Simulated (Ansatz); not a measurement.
## CuSb2 (built on the sites of a database entry of Sb2Au): relaxing the cell for a phonon run

Aim: bring CuSb2 (built on the sites of a database entry of Sb2Au) to small forces and stress, as phonons need.

Method: DFT PBEsol, scalar-relativistic, plane waves, PAW, in Ansatz 0.2.0.

Most raw output is cut from this account.

The structure was built from a prototype and need not be the compound's stable phase.

## 1. Starting point

It takes space group Fm-3m (No. 225, cubic). Conventional cell: a = 6.607 Å, b = 6.607 Å, c = 6.607 Å, α = 90.00°, β = 90.00°, γ = 90.00°. Nearest to Sb lie 4 Cu at 2.86 Å. Nearest to Cu lie 8 Sb at 2.86 Å. Farther neighbours are not listed.

## 2. A coarse first look

First a cheap look: the gap decides the mesh and the occupations, the pressure tells how far the cell has to move.

input.yaml

```yaml
crystal:
  lattice:
    - [0.0, 3.3035, 3.3035]
    - [3.3035, 0.0, 3.3035]
    - [3.3035, 3.3035, 0.0]
  atoms:
    - { symbol: Sb, position: [0.25, 0.25, 0.25] }
    - { symbol: Sb, position: [0.75, 0.75, 0.75] }
    - { symbol: Cu, position: [0.0, 0.0, 0.0] }
kpoints:
  mp_grid: { grid: [6, 6, 6] }
hamiltonian:
  xc: pbesol
scf:
  occupations: { method: gaussian, width: 0.1 }
output:
  forces: true
  stress: true
  eigenvalues: true
```

Started as:

```console
$ ansatz run input.yaml --threads 4 --pin off --max-ram 7168MiB --backend cpu --events-out ev --progress --plain --runs-dir out
```

It took 1.4 s on 4 threads of Arm Neoverse V1, shared host; peak memory 0.36 GiB.

Numbers from this step:

```yaml
pressure: -3.472 GPa
volume_per_atom: 24.03 Å³
gap_on_the_k_mesh: 0 eV
```

The coarse mesh shows no gap and a pressure of -3.5 GPa.

## 3. Bringing the structure to rest

Harmonic phonons are second derivatives at a point where the forces vanish, and they are wanted at zero stress, so atoms and cell are relaxed first.

Edit input.yaml of step 2 so:

```diff
@@ -10,3 +10,3 @@
 kpoints:
-  mp_grid: { grid: [6, 6, 6] }
+  mp_grid: { grid: [10, 10, 10] }
 hamiltonian:
@@ -19 +19,6 @@
   eigenvalues: true
+relax:
+  adjacent_minimum: "off"
+  f_tol: 0.005
+  max_steps: 80
+  cell: { stress_tol: 0.05 }
```

Run time: 9.8 s. Hardware: 4 threads; peak memory 0.45 GiB.

The steps of the relaxation:

| step | energy less that of the first step (eV) | largest force component (eV/Å) | pressure (GPa) | volume (Å³) |
| --- | --- | --- | --- | --- |
| 1 | 0.0000 | 0.0000 | -3.44 | 72.10 |
| 2 | -0.0168 | 0.0000 | 3.18 | 66.12 |
| 3 | -0.0398 | 0.0000 | -0.27 | 68.87 |
| 4 | -0.0401 | 0.0000 | -0.01 | 68.64 |
| 5* | -0.0390 | 0.0000 | 0.00 | 68.64 |

Relaxation steps marked * repeat the geometry before them on a plane-wave basis chosen anew for their cell, so energy and pressure can jump there.

Forces are held to the 48 operations that the run works with; a distortion that breaks them can't arise in this run.

| conventional cell, symmetrised | before | after | change |
| --- | --- | --- | --- |
| a (Å) | 6.607 | 6.499 | -1.6 % |
| b (Å) | 6.607 | 6.499 | -1.6 % |
| c (Å) | 6.607 | 6.499 | -1.6 % |
| volume (Å³/atom) | 24.03 | 22.88 | -4.8 % |

Final coordinates:

```cif
data_structure
_symmetry_space_group_name_H-M 'P 1'
_symmetry_Int_Tables_number 1
_cell_length_a 4.5958
_cell_length_b 4.5958
_cell_length_c 4.5958
_cell_angle_alpha 60.000
_cell_angle_beta 60.000
_cell_angle_gamma 60.000
_cell_volume 68.64
loop_
_atom_site_label
_atom_site_type_symbol
_atom_site_fract_x
_atom_site_fract_y
_atom_site_fract_z
_atom_site_occupancy
Sb1 Sb 0.25000 0.25000 0.25000 1
Sb2 Sb 0.75000 0.75000 0.75000 1
Cu3 Cu 0.00000 0.00000 0.00000 1
```

This step gave:

| Property | Result |
| --- | --- |
| pressure | 0.001902 GPa |
| volume per atom | 22.88 Å³ |

In this step the volume went from 24.03 to 22.88 Å³/atom.

## 4. Tight relaxation

Phonons need a cell at rest on their own settings, so the relaxation is repeated with tight tolerances on forces and stress, using the mesh and the filling of the phonon run that follows.

input.yaml, the sections that differ from step 3:

```yaml
crystal:
  lattice:
    - [0.0, 3.2497022365, 3.2497022365]
    - [3.2497022365, 0.0, 3.2497022365]
    - [3.2497022365, 3.2497022365, 0.0]
  atoms:
    - { symbol: Sb, position: [0.25, 0.25, 0.25] }
    - { symbol: Sb, position: [0.75, 0.75, 0.75] }
    - { symbol: Cu, position: [0.0, 0.0, 0.0] }
scf:
  occupations: { method: methfessel_paxton, width: 0.15 }
relax:
  adjacent_minimum: "off"
  f_tol: 0.001
  max_steps: 60
  cell: { stress_tol: 0.01 }
# kpoints, hamiltonian, output: as in step 3
```

Run time: 6.8 s. Hardware: 4 threads; peak memory 0.44 GiB; 25 s of CPU time.

Little changed from the start: no atom moved by 0.005 Å and no cell edge by 0.1 %.

Numbers from this step:

| Item | Value |
| --- | --- |
| pressure | 3.54e-4 GPa |

The forces vanish by symmetry and the pressure is 0.000 GPa, within the tolerances set. The cell now holds 22.88 Å³/atom.

## 5. Outcome

```json
{
 "space group after relaxation (within 0.01 Å)": "Fm-3m",
 "lattice constant a": "6.499 Å",
 "lattice constant b": "6.499 Å",
 "lattice constant c": "6.499 Å",
 "volume per atom": "22.9 Å³"
}
```

What this shows: The forces vanish by symmetry and the pressure is 0.000 GPa, within the tolerances set. The cell now holds 22.88 Å³/atom. The relaxation keeps the symmetry of its start, so it says nothing on stability against lower symmetry. The runs are without spin polarisation, although the cell has an odd electron count. Spin-orbit coupling is left out, which can matter for the heavy elements here. The starting cell was built on a prototype and not taken from a measurement, so the phase need not exist.

[Logs are printed without paths, hosts, clocks, repeated set-up lines and the standing remarks that a program may print on its own settings, such as how far it seeks lower states.]

[Hosts, paths, dates, database ids (printed as entryN), source tags and the programs' standing remarks are cut or masked in the printed files.]
